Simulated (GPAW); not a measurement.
# Work function of a 8-layer slab of Pb(100) at several levels, part 2 of 2

Aim: the work function of both faces of a 8-layer slab of Pb(100), and its spread over functionals and bases.

GPAW 26.7.0; GPAW, PAW setups; slab in vacuum, relaxation (the session's first sound run).

So far, upper work function (eV): step 2 (relaxing the atoms, PBE, GPAW) 3.77; step 5 (self-consistent run: xc = "RPBE") 3.62; step 6 (self-consistent run: xc = "revPBE") 3.63; step 7 (OptPBE vdW: xc = "optPBE-vdW", GPAW, PAW setups, GPAW) 3.99; step 8 (self-consistent run: xc = "LDA") 4.09.

## (9) Real-space grid: mode = "fd"

A real-space grid is a second complete basis, so it checks the plane-wave result.

File run.py:

```python
import json
import numpy as np
from ase import Atoms
from gpaw import GPAW

slab = Atoms(
    ['Pb', 'Pb', 'Pb', 'Pb', 'Pb', 'Pb', 'Pb', 'Pb'],
    positions=[
        [1.75009, 1.75009, 8.00000],
        [0.00000, 0.00000, 10.47500],
        [1.75009, 1.75009, 12.95000],
        [0.00000, 0.00000, 15.42500],
        [1.75009, 1.75009, 17.96141],
        [0.00000, -0.00000, 20.43390],
        [1.75009, 1.75009, 23.13873],
        [-0.00000, 0.00000, 25.48923]],
    cell=[[3.50018, 0.0, 0.0], [0.0, 3.50018, 0.0], [0.0, 0.0, 33.325]],
    pbc=[True, True, False])

slab.calc = GPAW(mode='fd', h=0.18, xc='PBE', kpts={'size': (9, 9, 1), 'gamma': True},
                 occupations={'name': 'fermi-dirac', 'width': 0.1}, nbands='200%',
                 convergence={'density': 1e-05}, maxiter=200,
                 poissonsolver={'dipolelayer': 'xy'},
                 symmetry={'tolerance': 1e-3}, txt='slab.txt')
result = {}
energy = slab.get_potential_energy()
fermi = slab.calc.get_fermi_level()
v = slab.calc.get_electrostatic_potential().mean((0, 1)) - fermi
n = slab.calc.get_pseudo_density().mean((0, 1))
L = slab.cell[2, 2]
z = np.arange(len(v)) * L / len(v)
low, high = slab.positions[:, 2].min(), slab.positions[:, 2].max()
below, above = np.interp([low - 5.8, high + 5.8], z, v)
slopes = [np.interp(x, z, np.gradient(v, z)) for x in (low - 5.8, high + 5.8)]
eps = np.array([[slab.calc.get_eigenvalues(k, s) for k in range(len(slab.calc.get_ibz_k_points()))]
                for s in range(slab.calc.get_number_of_spins())]) - fermi
top, bottom = eps[eps < 0].max(), eps[eps > 0].min()
dipole = slab.get_dipole_moment()[2]
print(f'energy {energy:.4f} eV, Fermi level {fermi:.4f} eV, dipole {dipole:.5f} e A')
print(f'potential 5.8 A off the faces, from the Fermi level: lower {below:.4f} eV, upper {above:.4f} eV')
print(f'slope of the potential there: lower {slopes[0]:.5f}, upper {slopes[1]:.5f} eV/A')
print(f'nearest levels on the mesh: {top:.4f} and {bottom:.4f} eV')
print('magnetic moment', round(slab.get_magnetic_moment(), 3))
result.update(energy=energy, fermi=fermi, dipole=dipole, below=below, above=above, slopes=slopes, edges=[top, bottom],
              z=z.tolist(), v=v.tolist(), n=n.tolist(), positions=slab.positions.tolist(),
              forces=slab.get_forces(apply_constraint=False).tolist(), moments=slab.get_magnetic_moments().tolist())
json.dump(result, open('result.json', 'w'))
```

Launch:

```
OMP_NUM_THREADS=1 OPENBLAS_NUM_THREADS=1 python run.py
```

It took 36 min on 1 thread of Intel Xeon 6975P-C (Granite Rapids), shared host; peak memory 2.9 GiB.

This step gave:

- dipole along the normal: -0.004827 e·Å
- levels nearest the Fermi level on the mesh: -0.01430, 0.01389 eV from the Fermi level
- upper work function: 3.770 eV
- lower work function: 3.699 eV

The upper face's work function is 3.770 eV, against 3.770 eV in the first plane-wave PBE run at this geometry.

## (10) Atomic orbitals: mode = "lcao"

Atom-centred orbitals end a few angstrom from the surface, which tests how much the density's tail matters.

Edit run.py of step 9 so:

```diff
@@ -19,4 +19,4 @@
 
-slab.calc = GPAW(mode='fd', h=0.18, xc='PBE', kpts={'size': (9, 9, 1), 'gamma': True},
-                 occupations={'name': 'fermi-dirac', 'width': 0.1}, nbands='200%',
+slab.calc = GPAW(mode='lcao', basis='dzp', h=0.18, xc='PBE', kpts={'size': (9, 9, 1), 'gamma': True},
+                 occupations={'name': 'fermi-dirac', 'width': 0.1}, nbands='120%',
                  convergence={'density': 1e-05}, maxiter=200,
```

The job ended after 7.3 min (1 thread; peak memory 0.56 GiB).

Numbers from this step:

| Item | Value |
| --- | --- |
| dipole along the normal | -0.004753 e·Å |
| levels nearest the Fermi level on the mesh | -0.01839, 0.007269 eV from the Fermi level |
| upper work function | 3.620 eV |
| lower work function | 3.550 eV |

The upper face's work function is 3.620 eV, against 3.770 eV in the first plane-wave PBE run at this geometry.

## (11) All levels side by side

Times are for 1 thread of Intel Xeon 6975P-C (Granite Rapids), shared host. The series side by side:

| no. | run | upper work function (eV) | lower work function (eV) | time | memory (GiB) |
| --- | --- | --- | --- | --- | --- |
| 1 | pw | 3.770 | 3.698 | 5.2 min | 0.47 |
| 2 | vdW DF2 | 4.196 | 4.134 | 14 min | 0.73 |
| 3 | RPBE | 3.621 | 3.548 | 5.3 min | 0.47 |
| 4 | revPBE | 3.633 | 3.562 | 5.1 min | 0.47 |
| 5 | optPBE vdW | 3.989 | 3.919 | 6.1 min | 0.72 |
| 6 | LDA | 4.087 | 4.015 | 8.7 min | 0.48 |
| 7 | fd | 3.770 | 3.699 | 36 min | 2.9 |
| 8 | lcao | 3.620 | 3.550 | 7.3 min | 0.56 |

## (12) Side by side

Results and costs are gathered.

This step: comparison of work functions, dipole and cost (GPAW 26.7.0).

Ladder, by row:

```
      step  code  work function, upper (eV)  work function, lower (eV)  dipole (e Å)  wall time (s)  peak memory (GiB)  threads
        pw  GPAW                       3.77                      3.698     -0.004694          313.7               0.47        1
   vdW-DF2  GPAW                      4.196                      4.134     -0.004024            846               0.73        1
      RPBE  GPAW                      3.621                      3.548     -0.004797          315.4               0.47        1
    revPBE  GPAW                      3.633                      3.562     -0.004667            308               0.47        1
optPBE-vdW  GPAW                      3.989                      3.919     -0.004582          367.6               0.72        1
       LDA  GPAW                      4.087                      4.015     -0.004691          524.7               0.48        1
        fd  GPAW                       3.77                      3.699     -0.004827           2156               2.87        1
      lcao  GPAW                       3.62                       3.55     -0.004753          435.6               0.56        1
```

## (13) Summary of results

```yaml
work_function_upper_and_lower_face: 3.770 and 3.698 eV
dipole_along_the_normal: -0.00469 e Å
```

With plane waves and PBE the work function is 3.77 eV on the upper face and 3.70 eV on the lower. The two faces differ by 0.072 eV, the step that the slab's dipole makes (e p/(ε0 A) gives 0.069 eV), so the dipole layer is needed. The lowest atoms were held at bulk positions, which alone makes the faces unlike. The measured value for polycrystalline Pb, which weights the faces of low work function, is 4.25 eV (as compiled in "Anisotropic work function of elemental crystals", 2019, arxiv:1902.07811); the relaxed upper face lies 0.48 eV under it with PBE, and vdW-DF2 comes nearest (4.20 eV). Measured work functions scatter by a tenth of an eV or more between methods. Over the sound runs of the table the upper face's work function spans 3.620 (lcao) to 4.196 eV (vdW-DF2). Atomic orbitals miss the plane-wave value by -0.15 eV, since they describe the tail of the density in the vacuum poorly. The in-plane lattice was kept as typed, which isn't the functional's own and leaves some strain; spin-orbit coupling and temperature are left out.

[Logs are printed without paths, hosts, clocks, repeated set-up lines and the standing remarks that a program may print on its own settings, such as how far it seeks lower states.]

[Hosts, paths, dates, database ids (printed as entryN), source tags and the programs' standing remarks are cut or masked in the printed files.]
